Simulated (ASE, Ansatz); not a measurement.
# Generalised stacking fault on (110) of a LiCl-LiBr solid solution (56 atoms): a single point

Aim: energy, forces, charges and density of states of generalised stacking fault on (110) of a LiCl-LiBr solid solution (56 atoms) at a fixed geometry.

Calculated with Ansatz 0.2.0; Kohn-Sham DFT, PBE, PAW (set soft_2), plane waves.

## 1. The structure

The cell holds 56 atoms: 28 Li, 10 Br and 18 Cl. Cell: a = 7.448 Å, b = 5.266 Å, c = 26.450 Å, α = 90.0°, β = 83.3°, γ = 90.0°. It derives from LiCl and LiBr. Rock-salt LiCl lattice (a = 5.2663 Å, the value set for the mixture), cell with z along [110], 2 x 1 x 7 periods; the third cell vector is tilted by 0.833 of 1/2[1-10] and lengthened by 0.2 Å, so the cell holds one fault; displaced by a Gaussian of 0.01 Å; 10 of 28 Cl sites given to Br at random (lattice constant by Vegard's rule between LiCl and LiBr).

Limits known from the start: The cell is under 6 Å thick along one periodic direction, so every atom has periodic images of itself close by, which move with it and show among its neighbours and in g(r). The host structure and its lattice constant were typed by rule, without a check against the phase diagram.

## 2. Plane-wave single point

The electrons are solved once, with the atoms held.

The input, input.yaml:

```yaml
crystal:
  lattice:
    - [7.44767, 0.0, 0.0]
    - [0.0, 5.2663, 0.0]
    - [3.10322, 0.0, 26.26686]
  atoms:
    - { symbol: Li, position: [0.58846, 0.00218, 0.992] }
    - { symbol: Br, position: [0.72034, 0.0014, 0.07085] }
    - { symbol: Li, position: [0.94142, 0.99891, 0.14148] }
    - { symbol: Cl, position: [0.66041, 0.00223, 0.21221] }
    - { symbol: Li, position: [0.88297, 0.00101, 0.28303] }
    - { symbol: Cl, position: [0.60167, 0.00063, 0.35393] }
    - { symbol: Li, position: [0.82147, 0.00064, 0.42515] }
    - { symbol: Cl, position: [0.54319, 0.00185, 0.49638] }
    - { symbol: Li, position: [0.76587, 0.00041, 0.56668] }
    - { symbol: Cl, position: [0.48544, 0.00094, 0.63754] }
    - { symbol: Li, position: [0.70615, 0.00077, 0.70841] }
    - { symbol: Cl, position: [0.42538, 0.99799, 0.77951] }
    - { symbol: Li, position: [0.64512, 0.9998, 0.85007] }
    - { symbol: Cl, position: [0.36635, 0.00101, 0.92026] }
    - { symbol: Li, position: [0.08819, 0.00418, 0.99257] }
    - { symbol: Br, position: [0.22145, 0.00428, 0.07067] }
    - { symbol: Li, position: [0.44006, 0.00107, 0.14098] }
    - { symbol: Cl, position: [0.15977, 0.00244, 0.2126] }
    - { symbol: Li, position: [0.38119, 0.00086, 0.28323] }
    - { symbol: Br, position: [0.10159, 0.99656, 0.35332] }
    - { symbol: Li, position: [0.32164, 0.00205, 0.42486] }
    - { symbol: Cl, position: [0.04503, 0.99816, 0.49573] }
    - { symbol: Li, position: [0.26425, 0.00032, 0.5666] }
    - { symbol: Cl, position: [0.98644, 0.00087, 0.63782] }
    - { symbol: Li, position: [0.20608, 0.99943, 0.70851] }
    - { symbol: Cl, position: [0.92546, 0.99911, 0.77891] }
    - { symbol: Li, position: [0.14166, 0.99848, 0.84995] }
    - { symbol: Cl, position: [0.86585, 0.99613, 0.92143] }
    - { symbol: Li, position: [0.22348, 0.5052, 0.07052] }
    - { symbol: Cl, position: [0.94407, 0.4995, 0.14101] }
    - { symbol: Li, position: [0.16201, 0.5011, 0.2122] }
    - { symbol: Cl, position: [0.88202, 0.50118, 0.28328] }
    - { symbol: Li, position: [0.10127, 0.49792, 0.35374] }
    - { symbol: Br, position: [0.82025, 0.49807, 0.42484] }
    - { symbol: Li, position: [0.04544, 0.49838, 0.49532] }
    - { symbol: Cl, position: [0.7636, 0.49676, 0.56652] }
    - { symbol: Li, position: [0.98754, 0.49957, 0.63784] }
    - { symbol: Cl, position: [0.7035, 0.50368, 0.70815] }
    - { symbol: Li, position: [0.92537, 0.50033, 0.77933] }
    - { symbol: Cl, position: [0.64655, 0.49983, 0.85063] }
    - { symbol: Li, position: [0.86455, 0.50126, 0.92124] }
    - { symbol: Cl, position: [0.58836, 0.50093, 0.99157] }
    - { symbol: Li, position: [0.72164, 0.50282, 0.07082] }
    - { symbol: Br, position: [0.44009, 0.50002, 0.14193] }
    - { symbol: Li, position: [0.66163, 0.49862, 0.21185] }
    - { symbol: Br, position: [0.38235, 0.50284, 0.28276] }
    - { symbol: Li, position: [0.60362, 0.49897, 0.3542] }
    - { symbol: Br, position: [0.32112, 0.50279, 0.42484] }
    - { symbol: Li, position: [0.54399, 0.49823, 0.49621] }
    - { symbol: Cl, position: [0.26244, 0.49874, 0.56729] }
    - { symbol: Li, position: [0.48429, 0.49871, 0.6377] }
    - { symbol: Br, position: [0.20462, 0.49958, 0.70849] }
    - { symbol: Li, position: [0.42507, 0.50001, 0.77954] }
    - { symbol: Br, position: [0.14355, 0.50152, 0.85002] }
    - { symbol: Li, position: [0.36521, 0.49745, 0.92088] }
    - { symbol: Br, position: [0.08568, 0.50399, 0.99235] }
kpoints:
  mp_grid: { grid: [2, 3, 1] }
hamiltonian:
  xc: pbe
scf:
  occupations: { method: gaussian, width: 0.025 }
output:
  forces: true
  stress: true
  populations: true
  dos:
    method: { smearing: { sigma: 0.08 } }
    de: 0.1
    projected: { site_lists: { Br: [Br], Cl: [Cl], Li: [Li] } }
  eigenvalues: true
  write_density: true
  write_potential: true
  volumetric_format: npy
```

The run is started by

```sh
$ ansatz run input.yaml --threads 8 --pin off --max-ram 15872MiB --backend cpu --events-out ev --progress --plain --runs-dir out
```

Numbers of over 12 decimals in the logs are rounded to 6 here.

The log of the run:

```text
Engine: ansatz 0.2.0, aarch64-unknown-linux-gnu
Pseudopotentials: kind: paw
Pseudopotential: Li, paw, valence charge 3, recommended cutoff 420 eV (normal), Li.paw.azcp
Pseudopotential: Br, paw, valence charge 7, recommended cutoff 420 eV (normal), Br.paw.azcp
Pseudopotential: Cl, paw, valence charge 7, recommended cutoff 420 eV (normal), Cl.paw.azcp
Functional definition: PBE
  parameter kappa = 0.804
  parameter beta = 0.066725
  exchange = pbe_x(kappa = kappa, mu = beta*pi^2/3)
  correlation = pbe_c(beta = beta)
Crystal: 56 atoms, lattice volume = 1030.230 Å³
Basis set: ecut = 420 eV, 20157 PW (Γ), exchange–correlation on 100×72×360 points (8 copies of the dense FFT grid, shifted against one another)
Bands: 196, of which v1, the nominal top of the filled ones, is band 140 counted from 1 (139 counted from 0)
Symmetry: 1 space group operations
Space group: P1 (ITA 1), of the structure as read, at distance tolerance 1.0e-4 Å
k-points: 4 of 6 (time reversal used)
Non-local potential: Li, projectors of the file, l = 0: 3, l = 1: 2, l = 2: 1
Non-local potential: Br, projectors of the file, l = 0: 2, l = 1: 2, l = 2: 2
Non-local potential: Cl, projectors of the file, l = 0: 2, l = 1: 2, l = 2: 2
PAW form: soft (Blöchl's): semilocal exchange-correlation on the pseudo side does not see the compensation charge
PAW one-centre angular grid: Li, 110 points (default); XC on 64 Gauss nodes
PAW one-centre angular grid: Br, 110 points (default); XC on 64 Gauss nodes
PAW one-centre angular grid: Cl, 110 points (default); XC on 64 Gauss nodes
Initial density: superposition of atomic densities (neutral atoms: chi_scale 0, normalization atom), corrected by the library's trained network
Initial wavefunctions: pseudopotential atomic-orbital guess
Functional: x = pbe(κ = 0.804, μ = 0.219515), c = pbe(β = 0.066725)
SCF iter   1: F=—  HF=-53089.484725 eV  |F-HF|=—  |Δ(HF+E_count)|=         —  Δρ=3.01e-4  dr2=3.74e-3  ethr=1.77e-3  ⟨swp⟩=8.2  Hψ=3899  notcnv=0  defer=123
preconditioner: auto → Resta (q_TF=auto, 2.196 Å⁻¹)  ε∞=2.9  [insulator: Δε(μ)=5.408 eV  Ē_g=12.491 eV  σ=0.025 eV  W_gap=1.00  n_scr=186 (ndim 8)  ℏωp=17.3 eV  f_vac=0.000  D(μ)=0.00/eV (n_scr^D=0)  ε∞_Penn≈2.9]
SCF iter   2: F=—  HF=-53089.477832 eV  |F-HF|=—  |Δ(HF+E_count)|=   6.89e-3  Δρ=2.73e-4  dr2=2.25e-3  ethr=1.34e-6  ⟨swp⟩=3.5  Hψ=1772  notcnv=0  defer=165
SCF iter   3: F=—  HF=-53089.477020 eV  |F-HF|=—  |Δ(HF+E_count)|=   8.12e-4  Δρ=1.01e-4  dr2=5.41e-4  ethr=8.02e-7  ⟨swp⟩=2.0  Hψ=905  notcnv=0  defer=165
SCF iter   4: F=—  HF=-53089.476903 eV  |F-HF|=—  |Δ(HF+E_count)|=   1.17e-4  Δρ=4.82e-5  dr2=7.15e-5  ethr=1.93e-7  ⟨swp⟩=2.2  Hψ=937  notcnv=0  defer=165
SCF iter   5: F=—  HF=-53089.476291 eV  |F-HF|=—  |Δ(HF+E_count)|=   6.12e-4  Δρ=2.59e-5  dr2=1.06e-5  ethr=2.55e-8  ⟨swp⟩=2.0  Hψ=1237  notcnv=0  defer=169
SCF iter   6: F=—  HF=-53089.476289 eV  |F-HF|=—  |Δ(HF+E_count)|=   2.11e-6  Δρ=5.07e-6  dr2=5.15e-7  ethr=3.79e-9  ⟨swp⟩=2.0  Hψ=1078  notcnv=0  defer=194
SCF iter   7: F=-53089.476289 eV  HF=-53089.476289 eV  |F-HF|=7.67e-9  |Δ(HF+E_count)|=   8.12e-8  Δρ=1.35e-6  dr2=2.84e-8  ethr=3.57e-11  ⟨swp⟩=26.5  Hψ=8523  notcnv=0
SCF 1 converged in 7 iterations: F = -53089.476289 eV  dr2 = 2.84e-8
  greatest PAW one-centre occupation: 1.000 electrons in one spin orbital (limit 2), on the Li atom at site 14 (counted from 0), in its partial waves of l = 0
SCF converged after 7 iterations
Free energy (F): -53089.476289 eV
Harris-Foulkes:  -53089.476289 eV  (|F-HF|=7.67e-9)
Internal energy: -53089.476289 eV  (E = F + TS)
E sigma→0 (E₀):  -53089.476289 eV
Fermi energy:    4.772942 eV
--- Per-component energies (eV) ---
  E_band       = -2894.281111
  E_kinetic    = 4865.130602
  E_local      = -9133.985871  (includes V_loc(G=0)·N_el)
  E_nonlocal   = 287.358625
  E_hartree    = 2577.208472
  E_xc         = -4896.671401
  E_vxc        = -3649.028856  (∫ρ·V_xc dr)
  E_paw        = -34923.317304  (= ΣΔE_a)
  E_vpaw       = -418.169204  (= ΣTr[D̂ρ^β])
  E_aug_tail   = 0.002039  (compensation charges beyond the density's cutoff)
  E_ewald      = -11865.201451
  E_smearing   = -0.000000  (= −TS)
  E_closure    = 0.000000  (closes the sum)
  Σ components = -53089.476289   (vs F -53089.476289, Δ=0.00e0)
--- Forces (eV/Å), atoms counted from 1 ---
  atom   1  Li    -0.18495404    -0.00361308    -0.50127070
  atom   2  Br     0.36341825    -0.00296113     0.14708065
  atom   3  Li     0.01267213     0.00748461     0.20827434
  atom   4  Cl     0.08426630    -0.01453901     0.02054403
  atom   5  Li    -0.14691650    -0.00044813    -0.14210043
  atom   6  Cl     0.02477482     0.00774932    -0.00945575
  atom   7  Li    -0.11914254    -0.01883934     0.11274559
  atom   8  Cl    -0.00396612    -0.02836305     0.02769171
  atom   9  Li    -0.01305566     0.00018465     0.01505332
  atom  10  Cl     0.02702056    -0.01293585    -0.02246512
  atom  11  Li    -0.01278622    -0.00487480    -0.01044669
  atom  12  Cl     0.05844253     0.03283645    -0.00566571
  atom  13  Li    -0.00755745    -0.00190903     0.00557268
  atom  14  Cl     0.06284536     0.00976136     0.11696836
[...]
atom  55  Li     0.23598984     0.00732575     0.04740105
  atom  56  Br    -0.33455630    -0.03115049    -0.22883762
  max |Σ_I F_I| component: 1.68e-4 eV/Å
--- Stress (GPa, compression-positive) ---
        0.637547      -0.004640       0.302410
       -0.004640       0.407056       0.000594
        0.302410       0.000594       0.452878
  P = ⅓ Tr σ = 0.4992 GPa (4.992 kbar)
--- Band table (eV) ---
  k-point 0: bands = ["-42.1162", "-42.1078", "-42.1072", "-42.1042", [... 180 levels ...], "11.0257", "11.0894", "11.1647", "11.2109", "11.2254", "11.2390", "11.2830", "11.3126", "11.3318", "11.4064", "11.4314", "11.4637"]
[...]
--- Löwdin populations: 56 sites ---
  site symbol       q [e]
     0     Li      2.3286
     1     Br      7.5521
     2     Li      2.3400
[...]
55     Br      7.5503
  spilling = 0.006204 (of n_electrons = 280.000000)
```

Run time: 24 s. Hardware: 8 threads of Arm Neoverse V2, shared host; peak memory 3 GiB; 3.1 min of CPU time.

In the SCF lines HF is the Harris–Foulkes energy and dr2 the Hartree energy of the density residual, in eV; the loop may stop once dr2 is under the threshold and the program's other checks hold. Hψ counts applications of the Hamiltonian.

The run gave:

- free energy: -53089.4763 eV
- free energy per atom: -948.0264 eV/atom
- SCF cycles: 7
- pressure: 0.4992 GPa
- r.m.s. force component: 0.1168 eV/Å
- longest force: 0.5585 eV/Å
- Fermi energy: 4.773 eV
- gap (highest filled to lowest empty level): 5.462 eV
- spilling of the projection: 0.006204

Neighbours are counted within 2.98 Å (Li-Cl), 2.98 Å (Li-Br).

Length of the force by element and coordination:

| element | coordination | atoms | mean length of the force (eV/Å) | spread | least | most |
| --- | --- | --- | --- | --- | --- | --- |
| Br | all | 10 | 0.174 | 0.153 | 0.0245 | 0.417 |
| Br | 5 | 3 | 0.405 | 0.0101 | 0.392 | 0.417 |
| Br | 6 | 7 | 0.075 | 0.0288 | 0.0245 | 0.114 |
| Cl | all | 18 | 0.0751 | 0.042 | 0.0276 | 0.215 |
| Cl | 5 | 1 | 0.215 | 0 | 0.215 | 0.215 |
| Cl | 6 | 17 | 0.0669 | 0.0255 | 0.0276 | 0.133 |
| Li | all | 28 | 0.201 | 0.133 | 0.0096 | 0.558 |
| Li | 5 | 4 | 0.379 | 0.183 | 0.109 | 0.558 |
| Li | 6 | 24 | 0.171 | 0.094 | 0.0096 | 0.278 |

Löwdin charges by element and coordination (they lack the spilled electrons, 0.031 e an atom on average):

| element | coordination | atoms | mean charge (e) | spread | least | most |
| --- | --- | --- | --- | --- | --- | --- |
| Br | all | 10 | -0.546 | 0.0043 | -0.554 | -0.542 |
| Br | 5 | 3 | -0.552 | 0.0017 | -0.554 | -0.550 |
| Br | 6 | 7 | -0.543 | 0.0012 | -0.546 | -0.542 |
| Cl | all | 18 | -0.629 | 0.0021 | -0.635 | -0.626 |
| Cl | 5 | 1 | -0.635 | 0 | -0.635 | -0.635 |
| Cl | 6 | 17 | -0.629 | 0.0014 | -0.632 | -0.626 |
| Li | all | 28 | 0.661 | 0.0145 | 0.628 | 0.686 |
| Li | 5 | 4 | 0.653 | 0.0114 | 0.641 | 0.671 |
| Li | 6 | 24 | 0.663 | 0.0144 | 0.628 | 0.686 |

States in the cell by windows of 1 eV, zero at the Fermi level; the larger projections on atomic orbitals stand beside the total:

| from (eV) | to (eV) | total | Cl p | Br p | Li s |
| --- | --- | --- | --- | --- | --- |
| -14 | -6 | 0.0 | 0.0 | 0.0 | 0.0 |
| -6 | -5 | 42.4 | 24.4 | 14.0 | 3.4 |
| -5 | -4 | 50.0 | 34.1 | 13.2 | 1.6 |
| -4 | -3 | 69.5 | 43.1 | 25.4 | 0.3 |
| -3 | -2 | 6.1 | 1.7 | 4.3 | 0.0 |
| -2 | 2 | 0.0 | 0.0 | 0.0 | 0.0 |
| 2 | 3 | 0.3 | 0.0 | 0.0 | 0.2 |
| 3 | 4 | 10.5 | 0.3 | 0.2 | 3.5 |
| 4 | 5 | 34.4 | 0.8 | 0.5 | 12.9 |

The curve was stored every 0.10 eV, coarse against its broadening of 0.08 eV, so these counts are rough.

Between -26 and -14 eV lie 56 more states.

About 56 of the 280 electrons lie in deeper levels, below the stored range.

The levels nearest the highest filled one (over half full), pooled over k-points and spins:

| level less the highest filled one (eV) | occupation |
| --- | --- |
| -0.221 | 2 |
| -0.217 | 2 |
| -0.202 | 2 |
| -0.124 | 2 |
| -0.0973 | 2 |
| 0 | 2 |
| 5.46 | 0 |
| 5.88 | 0 |
| 5.95 | 0 |
| 6.20 | 0 |
| 6.27 | 0 |
| 6.30 | 0 |

Valence density in the ca plane at fractional y = 0.000, with atoms of Li and Br and Cl within 0.2 Å of it. It is the smooth field of the valence electrons, not physical close to the nuclei.

Ten steps, logarithmic in the rise over the least value, from '0' (0.0 e/Å³) to '9' (7.1 e/Å³), each cell a mean:
```
00000100279820111112431234443210124666531012
00112211169830000005984112221123112444321002
01234432124311111005995000100278601122111211
01355554210012333212552011100389710000016872
02455455310124565421001223321157510110017993
12455255420135666642001355543101112232114772
42355555420135645642002466664200124554311111
83245554310125666642002565465310135666531001
83123333210013566531002466665310136646641012
41001111135311333321001356664210135656642013
00000100279720111111431123442100024666531012
00112211169720000005984011211123112444321002
01234432125311111005995000000278501122111211
01355554210012333212562111110389710000015861
02455455310124565421011233321157510110017993
12455255420135666642002355543111112332114772
42355555420135645642112455554210124554311111
83245554310125666642113554355310135666531001
83123333210013566532012455455310146646641012
41001111135311334321001355654210136656641013
```
Columns run along c (16.0 Å, from fractional 0.00 to 0.60 of the cell), rows up along a (7.4 Å). Atoms in or near the plane, at fractional coordinates: Br at (0.07, 0.72), Li at (0.14, 0.94), Cl at (0.21, 0.66), Li at (0.28, 0.88), Cl at (0.35, 0.60), Li at (0.43, 0.82), Cl at (0.50, 0.54), Li at (0.57, 0.77), Br at (0.07, 0.22), Li at (0.14, 0.44), Cl at (0.21, 0.16), Li at (0.28, 0.38), Br at (0.35, 0.10), Li at (0.42, 0.32) and more.

(Part 1 of 2 ends here.)

[Logs are printed without paths, hosts, clocks, repeated set-up lines and the standing remarks that a program may print on its own settings, such as how far it seeks lower states.]

[Hosts, paths, dates, database ids (printed as entryN), source tags and the programs' standing remarks are cut or masked in the printed files.]
